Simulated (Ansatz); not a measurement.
# Li (Lithium, Im-3m): lattice thermal conductivity, part 2 of 2

Wanted: κ(T), lifetimes and mean free paths for Lithium.

Ansatz 0.2.0; DFT PBE, scalar-relativistic, plane waves, PAW.

So far. Step 2 (Probe on a coarse mesh): The start is under -0.76 GPa at this level and looks like a metal on this mesh. Step 4 (Relaxing to small residual forces and stress): The residual pressure is -2.9e-5 GPa, small enough for phonons. The relaxed cell has a = 3.435 Å (conventional setting).

### 6. Stability check by linear response

Third-order constants cost many supercell runs, so a linear-response run first checks that the crystal is harmonically stable.

Input file input.yaml:

```yaml
crystal:
  lattice:
    - [-1.7174036716, 1.7174036716, 1.7174036716]
    - [1.7174036716, -1.7174036716, 1.7174036716]
    - [1.7174036716, 1.7174036716, -1.7174036716]
  atoms:
    - { symbol: Li, position: [0.0, 0.0, 0.0] }
kpoints:
  mp_grid: { grid: [12, 12, 12] }
hamiltonian:
  xc: pbe
scf:
  occupations: { method: methfessel_paxton, width: 0.2 }
output:
  eigenvalues: true
phonons:
  method: dfpt
  qmesh: [4, 4, 4]
  temperatures: { t_max: 1000, t_step: 50 }
  qpath:
    path:
      - [[0.0, 0.0, 0.0], [0.5, -0.5, 0.5], [0.0, 0.0, 0.5], [0.0, 0.0, 0.0], [0.25, 0.25, 0.25], [0.5, -0.5, 0.5]]
      - [[0.25, 0.25, 0.25], [0.0, 0.0, 0.5]]
    npoints: 10
```

Launch:

```bash
ansatz run input.yaml --threads 4 --pin off --max-ram 16384MiB --backend cpu --events-out ev --progress --plain --runs-dir out
```

Numbers of over 12 decimals in the logs are rounded to 6 here.

Output:

```text
[...]
Crystal: 1 atoms, lattice volume = 20.262 Å³
Basis set: ecut = 420 eV, 381 PW (Γ), exchange–correlation on 40×40×40 points (8 copies of the dense FFT grid, shifted against one another)
Bands: 6, of which v1, the nominal top of the filled ones, is band 2 counted from 1 (1 counted from 0)
Symmetry: 48 space group operations
k-points: 72 of 1728
[...]
SCF iter   1: F=—  HF=-204.682715 eV  |F-HF|=—  |Δ(HF+E_count)|=         —  Δρ=1.36e-4  dr2=2.67e-6  ethr=1.77e-3  ⟨swp⟩=4.2  Hψ=3305  notcnv=0
[...]
SCF iter   5: F=-204.682709 eV  HF=-204.682709 eV  |F-HF|=2.27e-13  |Δ(HF+E_count)|=  1.20e-10  S|Δr|=    0.00e0  Δρ=1.14e-7  dr2=1.13e-12  ethr=1.00e-12  ⟨swp⟩=4.7  Hψ=1221  notcnv=0
SCF 1 converged in 5 iterations: F = -204.682709 eV  dr2 = 1.13e-12
[...]
NSCF: frozen V_eff on 72 k-points
[...]
DFPT response loops at q = (0, 0, 0) (fractional): preconditioner auto → Kerker (q_TF=auto, 1.984 Å⁻¹) (partly filled bands, converged f_vac=0.000); β = 1.00, the filter's whole step (`scf.mixing.beta` (0.50) is not read by the response loops under this deck's `scf.mixing.preconditioner`; to damp them name `kerker` or `kerker_dos`, under which they read `scf.mixing.beta`, and type it under 1.00, their step now; both keys bind the ground state too); Broyden in place of MSR1
[...]
SCF converged after 5 iterations
[...]
Free energy (F): -204.682709 eV
[...]
Internal energy: -204.681081 eV  (E = F + TS)
E sigma→0 (E₀):  -204.682302 eV
Entropy (-TS):   -0.001628 eV (-1.628 meV/atom)
Fermi energy:    1.016611 eV
[...]
--- Band table (eV; the first three rows and the last of 72) ---
[...]
--- Phonons (Γ-DFPT): 1 representative perturbation + reference (Σ response iterations 3) ---
  ASR residual: 5.189e-5 → 0.000e0 eV/Å²; symmetrization residual: 1.326e-13 eV/Å²
  ASR residual per site (eV/Å²): 5.19e-5
  Γ frequencies (cm⁻¹): 0.00 0.00 0.00
--- Phonons (arbitrary-q DFPT): 8 irreducible q on the 4×4×4 mesh ---
  q = [0.0000, 0.0000, 0.0000] (star 1, of the zone-centre solve; hermiticity 3.79e-10, symmetrization 2.56e-9): -0.00 0.00 0.00
  q = [0.0000, 0.0000, 0.2500] (star 12, 2 solved perturbations in 1446 linear systems a pass and spin channel, the states on 936 of 1728 k-point pairs; hermiticity 2.58e-8, symmetrization 6.76e-9): 24.41 130.58 222.34
[...]
q = [0.2500, 0.2500, 0.2500] (star 2, 1 solved perturbation on 262 of 1728 k-point pairs; hermiticity 2.68e-8, symmetrization 1.34e-8): 257.66 257.66 257.66
[...]
sum rule: each row above includes the acoustic sum rule's correction from the zone centre's row sums; it moved no ω² by more than (1.43 cm⁻¹)²
  mesh force constants: q→R imaginary residual 0.00e0; ASR residual 5.189e-5 → 0.000e0 eV/Å²; symmetrization residual 6.661e-16 eV/Å²
  interpolated dispersion: 62 rows × 3 modes
  density of states and harmonic sums: on the 28×28×28 q-mesh, interpolated from the force constants of a 4×4×4 supercell (no non-analytic term)
  largest difference from the sums on the solved wave vectors: F 9.26e-3 eV, S 1.50e-5 and C_V 3.79e-6 eV/K
  zero-point energy: 0.039262 eV/cell   skipped modes (ω ≤ 0): 8, of them read as no rigid motion or as one in doubt: 5 (2.733e-3 modes/cell left out, lowest -19.97 cm⁻¹)   left out of the sums: 9.57e-4 of the cell's modes: C_V's classical limit lies that fraction below 3 k_B per atom; for a crystal, a wire or a layer, F and S can be off by more, and a phonons.interpolated_qmesh denser along its periods is the remedy for the sampling
```

Run time: 13 s. Hardware: 4 threads of Arm Neoverse V1, shared host; peak memory 0.61 GiB.

This step gave:

```yaml
gamma_frequencies: 0, 0, 0 cm⁻¹ (negative: imaginary)
lowest_frequency_on_the_path: -19.58 cm⁻¹
highest_frequency: 330.4 cm⁻¹
```

No LO-TO term. The phonon branches at the labelled points (cm⁻¹):

| point | branch 1 | branch 2 | branch 3 |
| --- | --- | --- | --- |
| Γ | 0 | 0 | 0 |
| halfway | 217 | 222 | 222 |
| H | 330 | 330 | 330 |
| halfway | 213 | 281 | 310 |
| N | 33 | 181 | 318 |
| halfway | 24 | 131 | 222 |
| Γ | 0 | 0 | 0 |
| halfway | 142 | 142 | 250 |
| P | 258 | 258 | 258 |
| halfway | 164 | 301 | 301 |
| H | 330 | 330 | 330 |
| jump to P | 258 | 258 | 258 |
| halfway | 159 | 232 | 311 |
| N | 33 | 181 | 318 |

The phonon branches as a text plot (rows in cm⁻¹):

```
    323 |          *****    **                          ***    **
    309 |         *   ******  **                      **     **
    294 |        **     *                    **    ***  *   *
    279 |              * *      *           *  * **        *
    265 |       **        *                     *      *
    250 |               *                  *               **
    236 |       *                              *           * *
    221 |     **                 *        *   *  *            *
    206 |                * *                 *        *     *
    192 |    *              *                                  **
    177 |    *            *  ***  *         *     *          *
    163 |   *                   *        *           *
    148 |                                  *       *
    134 |                        * *                *         *
    119 |   *                           *
    104 |  *                      *       *
     90 |                  *        *
     75 |  *                       *     *                     *
     61 | *                 *          *
     46 |                       *   **                          *
     31 | *                  *** *      *
     17 |                            * *
      2 |*                            *
    -12 |                         ****
         Γ           H       N        Γ         P        H|P    N
```

Tetrahedra on 28 28 28, mean over bins of 5 cm⁻¹. Phonon density of states against wavenumber; read off at these points:

| wavenumber (cm⁻¹) | phonon density of states (1/cm⁻¹/cell) |
| --- | --- |
| -22 | 0 |
| -8 | 1.5e-4 |
| 12 | 6.0e-4 |
| 28 | 0.00107 |
| 48 | 0.00339 |
| 62 | 0.00423 |
| 78 | 0.00525 |
| 98 | 0.00702 |
| 112 | 0.00886 |
| 128 | 0.0108 |
| 132 | 0.0112 |
| 148 | 0.00862 |
| 162 | 0.0083 |
| 182 | 0.0103 |
| 198 | 0.0104 |
| 212 | 0.0105 |
| 232 | 0.0109 |
| 248 | 0.0114 |
| 262 | 0.0116 |
| 282 | 0.0138 |
| 298 | 0.0229 |
| 308 | 0.0336 |
| 318 | 0.00856 |
| 332 | 1.0e-5 |

Lowest modes at the softest wavevector of the mesh; phase exp(i q.(R + tau)). Modes at q = (0.250, -0.250, 0.000):

| mode | frequency (cm⁻¹) |
| --- | --- |
| 1 | 24.4 |
| 2 | 130.6 |
| 3 | 222.3 |

Displacements in mode 1 (24.4 cm⁻¹), the largest set to 1, in the home cell:
```
Li1 1.00 1.00 0.00
```

Displacements in mode 2 (130.6 cm⁻¹), the largest set to 1, in the home cell:
```
Li1 0.00 0.00 1.00
```

No mode is imaginary beyond numerical noise at the solved wavevectors.

### 7. What came out

```
lowest frequency at the solved wavevectors : 0 cm⁻¹
conductivity                               : not obtained
```

No conductivity was obtained: the solved wavevectors of the 4×4×4 mesh are all real, but the interpolation between them dips to 20i cm⁻¹, so the script did not go on; a denser mesh must tell an artefact from a soft mode. The cell of these runs is 6 % smaller in volume than the database cell; frequencies and all that rests on them shift with it.

[Logs are printed without paths, hosts, clocks, repeated set-up lines and the standing remarks that a program may print on its own settings, such as how far it seeks lower states.]

[Hosts, paths, dates, database ids (printed as entryN), source tags and the programs' standing remarks are cut or masked in the printed files.]

[A step with changed settings may run another functional than the one named; its input shows which.]
